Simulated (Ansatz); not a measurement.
# Decaying states in the gap of Rb2NaBF6, part 2 of 3

A new crystal, Rb2NaBF6: structure, gap and complex bands. It is built by putting B for In, Na for K in the KRb2InF6 structure of space group I4/m, with the volume rescaled by atomic radii. The parent structure comes from the Materials Project.

Ansatz 0.2.0; PBE DFT, plane waves, PAW files (the session's first sound run).

So far. Step 2 (Cell and atoms at rest): The largest force component on a free atom ends at 3.3e-4 eV/Å.

The structure was built from a prototype and need not be the compound's stable phase.

**3. The bulk crystal and its band edges**

The energy window and the wavevectors of the next steps follow from the band edges, so these are searched first, off the mesh as well.

Input file input.yaml:

```yaml
crystal:
  lattice:
    - [-2.896571962, 2.896571962, 4.0969343809]
    - [2.896571962, -2.896571962, 4.0969343809]
    - [2.896571962, 2.896571962, -4.0969343809]
  atoms:
    - { symbol: Na, position: [0.5, 0.5, 0.0] }
    - { symbol: Rb, position: [0.75, 0.25, 0.5] }
    - { symbol: Rb, position: [0.25, 0.75, 0.5] }
    - { symbol: B, position: [0.0, 0.0, 0.0] }
    - { symbol: F, position: [0.2029190109, 0.2029190807, 0.4058380916] }
    - { symbol: F, position: [0.7970809891, 0.7970809193, 0.5941619084] }
    - { symbol: F, position: [0.2029190807, 0.7970809891, 1.0000000699] }
    - { symbol: F, position: [0.7970809193, 0.2029190109, -6.99e-08] }
    - { symbol: F, position: [0.2031755162, 0.2031755162, 0.0] }
    - { symbol: F, position: [0.7968244838, 0.7968244838, 0.0] }
kpoints:
  mp_grid: { grid: [6, 6, 6] }
  band_path: { path: [VBM, CBM], npoints: 30 }
scf:
  occupations: { method: fixed }
hamiltonian:
  xc: pbe
output:
  eigenvalues: true
  write_potential: true
  write_density: true
  volumetric_format: npy
```

Started as:

```
$ ansatz run input.yaml --threads 2 --pin off --max-ram 4096MiB --backend cpu --events-out ev --progress --plain --runs-dir out
```

Numbers of over 12 decimals in the logs are rounded to 6 here.

What it wrote:

```text
[...]
Crystal: 10 atoms, lattice volume = 137.495 Å³
Basis set: ecut = 420 eV, 2733 PW (Γ)
Bands: 46, of which v1, the nominal top of the filled ones, is band 36 counted from 1 (35 counted from 0)
Symmetry: 16 space group operations
[...]
k-points: 30 of 216
[...]
SCF iter   1: F=—  HF=-13036.157820 eV  |F-HF|=—  |Δ(HF+E_count)|=         —  Δρ=1.46e-3  dr2=1.02e-3  ethr=1.77e-3  ⟨swp⟩=5.0  Hψ=5263  notcnv=0  defer=228
[...]
SCF iter   7: F=-13036.158769 eV  HF=-13036.158769 eV  |F-HF|=1.52e-8  |Δ(HF+E_count)|=   6.38e-8  Δρ=3.45e-6  dr2=1.82e-8  ethr=1.39e-10  ⟨swp⟩=11.8  Hψ=5657  notcnv=0
SCF 1 converged in 7 iterations: F = -13036.158769 eV  dr2 = 1.82e-8
[...]
NSCF: frozen V_eff on 30 k-points
[...]
SCF converged after 7 iterations
Free energy (F): -13036.158769 eV
[...]
Internal energy: -13036.158769 eV  (E = F + TS)
E sigma→0 (E₀):  -13036.158769 eV
Fermi energy:    2.768345 eV
[...]
--- Band table (eV; the first three rows and the last of 30) ---
  k-point 0: bands = [... 32 lower, 2.1549, 2.7677, 2.7683, 2.7683, 9.0785, 12.0941, 12.0945, 12.2240, ... 6 higher]
  k-point 1: bands = [... 32 lower, 2.1214, 2.7126, 2.7129, 2.7644, 9.5212, 12.1304, 12.2931, 12.4873, ... 6 higher]
  k-point 2: bands = [... 32 lower, 2.0632, 2.5987, 2.5989, 2.7564, 10.5547, 12.1081, 12.7166, 13.1119, ... 6 higher]
  k-point 29: bands = [... 32 lower, 2.0396, 2.5399, 2.5399, 2.7516, 11.3538, 11.9637, 12.9427, 13.0587, ... 6 higher]
```

Elapsed: 14 s, on 2 threads of Arm Neoverse V2, shared host; peak memory 0.45 GiB; 27 s of CPU time.

This step gave:

```
free energy         : -13036.1588 eV
Fermi energy        : 2.768 eV
gap on the k-mesh   : 6.310 eV
gap on path         : 6.310 eV, by band count; negative where bands overlap
direct gap on path  : 6.310 eV
edge places on path : 0, 0 1/A along the path
```

Levels at VBM (eV): -7.22, -7.22, -7.22, -6.87, -6.87, -6.87, -6.28, -3.98, -3.98, -3.97, -2.00, -1.99, -1.99, -1.26, -1.25, -0.87, -0.87, -0.87, -0.61, -0.61, -0.61, 0.00, 0.00, 0.00, 6.31.

The searched edges give 6.31 eV, as on the mesh.

**4. Complex bands, plane (001)**

This step: PBE DFT, plane waves, PAW files; complex bands by layer matching along the plane's normal (Ansatz 0.2.0).

The same crystal is laid in a cell whose first two vectors span the (001) plane (indices of the standard conventional cell, whose axes can be ordered otherwise than in the bulk input). At fixed energy and wavevector in the plane the solver finds all kz, real and complex. A few wavevectors are listed, (0, 0) and (0.5, 0) in units of the plane's reciprocal vectors; the slowest state needn't be among them.

Input file input.yaml:

```yaml
crystal:
  lattice:
    - [5.793143924, 0.0, 0.0]
    - [0.0, 5.793143924, 0.0]
    - [2.896571962, 2.896571962, 4.096934381]
  atoms:
    - { symbol: Na, position: [0.5, 0.5, 0.0] }
    - { symbol: Rb, position: [0.75, 0.25, 0.5] }
    - { symbol: Rb, position: [0.25, 0.75, 0.5] }
    - { symbol: B, position: [0.0, 0.0, 0.0] }
    - { symbol: F, position: [0.2029190458, 0.2029190458, 0.0] }
    - { symbol: F, position: [0.7970809542, 0.7970809542, 0.0] }
    - { symbol: F, position: [0.7970809542, 0.2029190458, 0.0] }
    - { symbol: F, position: [0.2029190458, 0.7970809542, 0.0] }
    - { symbol: F, position: [0.7968244838, 0.7968244838, 0.4063510324] }
    - { symbol: F, position: [0.2031755162, 0.2031755162, 0.5936489676] }
kpoints:
  mp_grid: { grid: [6, 6, 6] }
scf:
  occupations: { method: fixed }
hamiltonian:
  xc: pbe
output:
  eigenvalues: true
  transmission:
    leads: [[0, 0]]
    kpoints: [[0.0, 0.0], [0.5, 0.0]]
    e_range: [-1.0, 7.31]
    de: 0.21
```

What it wrote:

```text
[...]
Crystal: 10 atoms, lattice volume = 137.495 Å³
Basis set: ecut = 420 eV, 2733 PW (Γ)
Bands: 46, of which v1, the nominal top of the filled ones, is band 36 counted from 1 (35 counted from 0)
Symmetry: 16 space group operations
[...]
k-points: 30 of 216
[...]
SCF iter   1: F=—  HF=-13036.157815 eV  |F-HF|=—  |Δ(HF+E_count)|=         —  Δρ=1.46e-3  dr2=1.02e-3  ethr=1.77e-3  ⟨swp⟩=5.0  Hψ=5271  notcnv=0  defer=225
[...]
SCF iter   7: F=-13036.158769 eV  HF=-13036.158769 eV  |F-HF|=1.69e-8  |Δ(HF+E_count)|=   6.44e-8  Δρ=3.72e-6  dr2=2.01e-8  ethr=1.39e-10  ⟨swp⟩=11.8  Hψ=5634  notcnv=0
SCF 1 converged in 7 iterations: F = -13036.158769 eV  dr2 = 2.01e-8
[...]
transmission: 8 of 16 steps passed
transmission: 16 of 16 steps passed
SCF converged after 7 iterations
Free energy (F): -13036.158769 eV
[...]
Internal energy: -13036.158769 eV  (E = F + TS)
E sigma→0 (E₀):  -13036.158769 eV
Fermi energy:    2.768338 eV
[...]
--- Band table (eV; the first three rows and the last of 30) ---
  k-point 0: bands = [... 32 lower, 2.1549, 2.7678, 2.7683, 2.7683, 9.0785, 12.0941, 12.0944, 12.2240, ... 6 higher]
  k-point 1: bands = [... 32 lower, 2.1203, 2.7131, 2.7131, 2.7638, 9.5211, 12.1305, 12.2925, 12.4879, ... 6 higher]
  k-point 2: bands = [... 32 lower, 2.0629, 2.5994, 2.5994, 2.7559, 10.5543, 12.1093, 12.7150, 13.1135, ... 6 higher]
  k-point 29: bands = [... 32 lower, 2.0213, 2.5340, 2.5979, 2.7040, 11.3653, 12.2392, 12.7530, 12.8469, ... 6 higher]
--- Transmission ---
  basis      : 293 plane waves across, 8 finite elements along
  points     : 2, as listed
  energies   : 40 from -1.000000 to 7.190000 eV about the Fermi level, 0.210000 eV apart; the leads are filled to 3.155104 eV, and channels, transmission and decay are at 3.200000 eV
  crystal 0  : Na1B1F6Rb2, at the sites [0, 0], period 4.0969 Å: whole cells are its period
    offset         : up to 0.0000 Å between an atom of the period and one for which it stands
    channels       : 0.000000e0 a spin
    conductance    : none, the energies end too early or step too widely for 300 K: set another output.transmission.e_range or a lower de, or, where they end at an eighth of basis.ecutwfc, a higher one
    slowest decay  : 0.5173 /Å at (0.0000, 0.0000)
```

It took 64 s on 2 threads; peak memory 0.88 GiB; 1.8 min of CPU time.

Numbers from this step:

```yaml
level_to_which_the_leads_are_filled: 3.155 eV from the Fermi level
decay_constant_at_the_filling_level_zone_centre: 0.5173 Å⁻¹
decay_constant_at_the_filling_level_slowest_listed_point: 0.5173 Å⁻¹
```

K parallel (0, 0); values up to 1.5 1/Å, a degenerate pair printed once or twice; energies at which all values exceed this have no row. Table of Im kz of the slowest decaying states by energy, zero at the highest filled level on the SCF mesh:

```
energy (eV)  decay 1 (Å⁻¹)  decay 2 (Å⁻¹)  decay 3 (Å⁻¹)  decay 4 (Å⁻¹)
      -1.00          0.481          0.520          0.571           1.10
      -0.37          0.261          0.335          0.499          0.600
       0.05          0.226          0.388          0.650          0.664
       0.26          0.425          0.460          0.683          0.733
       0.68          0.476          0.637          0.713          0.796
       1.31          0.518          0.745          0.746          0.840
       1.94          0.534          0.767          0.794          0.863
       2.57          0.533          0.781          0.818          0.871
       3.20          0.517          0.788          0.826          0.868
       3.62          0.499          0.790          0.825          0.862
       4.25          0.459          0.788          0.815          0.840
       4.88          0.401          0.781          0.786          0.795
       5.51          0.314          0.727          0.766          0.767
       5.93          0.223          0.685          0.742          0.754
       6.56          0.619          0.695          0.715          0.727
       7.19          0.546          0.636          0.654          0.686
```

K parallel (0.5, 0); values up to 1.5 1/Å, a degenerate pair printed once or twice; energies at which all values exceed this have no row. Table of Im kz of the slowest decaying states by energy, zero at the highest filled level on the SCF mesh:

```
energy (eV)  decay 1 (Å⁻¹)  decay 2 (Å⁻¹)  decay 3 (Å⁻¹)  decay 4 (Å⁻¹)
      -1.00          0.368          0.503          0.614          0.891
      -0.58          0.244          0.433          0.510          0.553
      -0.16          0.246          0.405          0.526          0.577
       0.05          0.436          0.612          0.630          0.652
       0.26          0.527          0.667          0.741          0.791
       0.68          0.616          0.725          0.845          0.881
       1.10          0.668          0.762          0.916          0.922
       1.52          0.702          0.796          0.950          0.953
       1.94          0.724          0.831          0.975          0.976
       2.36          0.738          0.869          0.994          0.995
       2.78          0.746          0.913           1.01           1.01
       3.20          0.749          0.962           1.01           1.03
       3.41          0.749          0.987           1.00           1.05
       3.83          0.747          0.975          0.992           1.05
       4.25          0.741          0.884          0.982           1.07
       4.67          0.732          0.821          0.969           1.06
       5.09          0.720          0.769          0.954           1.06
       5.51          0.704          0.720          0.937           1.06
       5.93          0.672          0.686          0.917           1.07
       6.35          0.620          0.665          0.894           1.08
       6.77          0.560          0.643          0.868          0.991
       7.19          0.481          0.624          0.839          0.891
```

At the listed wavevectors the last open channel is at -0.16 eV and the next at +6.35 eV on the grid. At +3.20 eV, the grid energy nearest the filling level (the middle of the gap on the SCF mesh), the slowest state at the listed wavevectors decays with κ = 0.517 Å⁻¹, its amplitude falling by e over 1.9 Å. Through 1 nm of this crystal that state's transmission falls by exp(−2 × 0.517 Å⁻¹ × 10 Å) = 3.2e-5.

**5. Decay over the two-dimensional zone**

The listed points could miss the slowest state, so one energy near mid-gap is solved on a mesh of 8×8.

Changes to input.yaml since step 4:

```diff
@@ -24,6 +24,2 @@
   eigenvalues: true
-  transmission:
-    leads: [[0, 0]]
-    kpoints: [[0.0, 0.0], [0.5, 0.0]]
-    e_range: [-1.0, 7.31]
-    de: 0.21
+  transmission: { leads: [[0, 0]], kmesh: [8, 8], e_range: [3.16, 3.17], de: 0.05 }
```

What it wrote:

```text
[...]
Crystal: 10 atoms, lattice volume = 137.495 Å³
Basis set: ecut = 420 eV, 2733 PW (Γ)
Bands: 46, of which v1, the nominal top of the filled ones, is band 36 counted from 1 (35 counted from 0)
Symmetry: 16 space group operations
[...]
k-points: 30 of 216
[...]
SCF iter   1: F=—  HF=-13036.157815 eV  |F-HF|=—  |Δ(HF+E_count)|=         —  Δρ=1.46e-3  dr2=1.02e-3  ethr=1.77e-3  ⟨swp⟩=5.0  Hψ=5271  notcnv=0  defer=225
[...]
SCF iter   7: F=-13036.158769 eV  HF=-13036.158769 eV  |F-HF|=1.69e-8  |Δ(HF+E_count)|=   6.44e-8  Δρ=3.72e-6  dr2=2.01e-8  ethr=1.39e-10  ⟨swp⟩=11.8  Hψ=5634  notcnv=0
SCF 1 converged in 7 iterations: F = -13036.158769 eV  dr2 = 2.01e-8
[...]
transmission: 21 of 105 steps passed
transmission: 42 of 105 steps passed
[...]
transmission: 105 of 105 steps passed
SCF converged after 7 iterations
Free energy (F): -13036.158769 eV
[...]
Internal energy: -13036.158769 eV  (E = F + TS)
E sigma→0 (E₀):  -13036.158769 eV
Fermi energy:    2.768338 eV
[...]
--- Band table (eV; the first three rows and the last of 30) ---
  k-point 0: bands = [... 32 lower, 2.1549, 2.7678, 2.7683, 2.7683, 9.0785, 12.0941, 12.0944, 12.2240, ... 6 higher]
  k-point 1: bands = [... 32 lower, 2.1203, 2.7131, 2.7131, 2.7638, 9.5211, 12.1305, 12.2925, 12.4879, ... 6 higher]
  k-point 2: bands = [... 32 lower, 2.0629, 2.5994, 2.5994, 2.7559, 10.5543, 12.1093, 12.7150, 13.1135, ... 6 higher]
  k-point 29: bands = [... 32 lower, 2.0213, 2.5340, 2.5979, 2.7040, 11.3653, 12.2392, 12.7530, 12.8469, ... 6 higher]
--- Transmission ---
  basis      : 293 plane waves across, 7 finite elements along
  points     : 15, standing for a mesh of 8 x 8
  energies   : 1 from 3.160000 to 3.160000 eV about the Fermi level; the leads are filled to 3.155104 eV, and channels, transmission and decay are at 3.160000 eV
[...]
channels       : 0.000000e0 a spin
    conductance    : none, crystal 0 has no channel at the energies, or these end too early or step too widely for 300 K: set another output.transmission.e_range or a lower de, or, where they end at an eighth of basis.ecutwfc, a higher one
    slowest decay  : 0.5187 /Å at (0.0000, 0.0000)
```

Wall time 45 s (2 threads); peak memory 0.97 GiB; 89 s of CPU time.

This step gave:

| Item | Value |
| --- | --- |
| least decay constant on the mesh | 0.5187 Å⁻¹ |

Slowest decay constant (1/Å; 0 where a channel is open) over k1 and k2. At 3.1600 eV from the Fermi level.

Ten even steps from '_' (0.519) to '@' (0.805):
```
@@@@%%%%%%%%%%@@
%%%%**==--==**%%
%%%%==..__..==%%
%%%%--______--%%
%%%%==..__..==%%
%%%%**==--==**%%
@@@@%%%%%%%%%%@@
@@@@%%%%%%%%%%@@
```
Columns: k1 (b1) from -0.5 to 0.375; rows upwards: k2 (b2) from -0.5 to 0.375.

The least value on the mesh is 0.519 Å⁻¹ at +3.16 eV. At that energy the listed points give about 0.519 Å⁻¹ by interpolation, so the mesh holds no clearly slower state.

[end of part 2 of 3]

[Logs are printed without paths, hosts, clocks, repeated set-up lines and the standing remarks that a program may print on its own settings, such as how far it seeks lower states.]

[Hosts, paths, dates, database ids (printed as entryN), source tags and the programs' standing remarks are cut or masked in the printed files.]

[New means built here by substitution; the compound itself may be known and measured.]
